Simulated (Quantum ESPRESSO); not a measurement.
Consider Sc3SnB (Pm-3m).

```
Sn Sc B
1.0
     4.57100    0.00000    0.00000
     0.00000    4.57100    0.00000
     0.00000    0.00000    4.57100
Sn Sc B
1 3 1
Direct
  0.00000 0.00000 0.00000
  0.50000 0.50000 0.00000
  0.50000 0.00000 0.50000
  0.00000 0.50000 0.50000
  0.50000 0.50000 0.50000
```

Absorber: atom 5, with 6 Sc at 2.29 Å (octahedral, site symmetry m-3m). Method: Quantum ESPRESSO XSpectra, LDA, excited-electron core hole (neutral cell), 10-atom cell with 6.5 Å between holes, 7×7×7 k points, dipole transitions, Lorentzian half width 0.3 eV up to 4 eV, rising linearly to 2.5 eV at 25 eV.

Question: Predict the near-edge structure at the B K edge.

Main maxima up to 24 eV above the zero (height): 1.3 eV (1.23), 4.6 eV (2.59), 9.1 eV (1.26), 12.0 eV (1.22) and 21.2 eV (0.76). A K edge sees empty p states on the absorber. The total-energy difference is 188.43 eV. One term is added: -5.56 eV, since the hole is spin-paired here and a spin-polarised one costs that much less in the free atom (computed apart). The photon energy is then 182.87 eV. The functional leaves an error in such absolute values: in the free atom LDA prices this hole 2.2 eV below PBE (computed apart), and PBE is itself good to a few eV.

The B K spectrum (energy from the energy zero of the input (xe0, at the border of filled and empty states); intensity scaled to a mean of 1 over the first 20 eV; the points at xe0, where the cut of filled states can leave a spike, are interpolated):

| E (eV) | intensity |
| --- | --- |
| -2.0 | 0.04 |
| -1.0 | 0.06 |
| 0.0 | 0.20 |
| 1.0 | 0.90 |
| 2.0 | 0.72 |
| 3.0 | 0.51 |
| 4.0 | 1.50 |
| 5.0 | 1.82 |
| 6.0 | 1.13 |
| 7.0 | 1.17 |
| 8.0 | 1.24 |
| 9.0 | 1.26 |
| 10.0 | 1.19 |
| 11.0 | 1.17 |
| 12.0 | 1.22 |
| 13.0 | 1.08 |
| 14.0 | 0.81 |
| 15.0 | 0.67 |
| 16.0 | 0.68 |
| 17.0 | 0.73 |
| 18.0 | 0.74 |
| 19.0 | 0.73 |
| 20.0 | 0.74 |
| 21.0 | 0.76 |
| 22.0 | 0.76 |
| 23.0 | 0.74 |
| 24.0 | 0.73 |
| 25.0 | 0.73 |
| 26.0 | 0.73 |
| 27.0 | 0.73 |
| 28.0 | 0.70 |
| 29.0 | 0.68 |
| 30.0 | 0.67 |
| 31.0 | 0.68 |
| 32.0 | 0.69 |

The structure is a published determination, not relaxed.

[Banner, clock and machine lines of the logs are left out without a mark of their own.]

[Logs are printed without paths, hosts, clocks, repeated set-up lines and the standing remarks that a program may print on its own settings, such as how far it seeks lower states.]

[Hosts, paths, dates, database ids (printed as entryN), source tags and the programs' standing remarks are cut or masked in the printed files.]

[Lists of maxima count a maximum above −3 eV only where it reaches 4 % of the highest in the window and stands out from its surroundings by 2 % of it (1.5 % where it reaches 55 %); shoulders and weaker maxima are passed over, and of the rest the first, up to two pre-edge ones and the few strongest are named.]
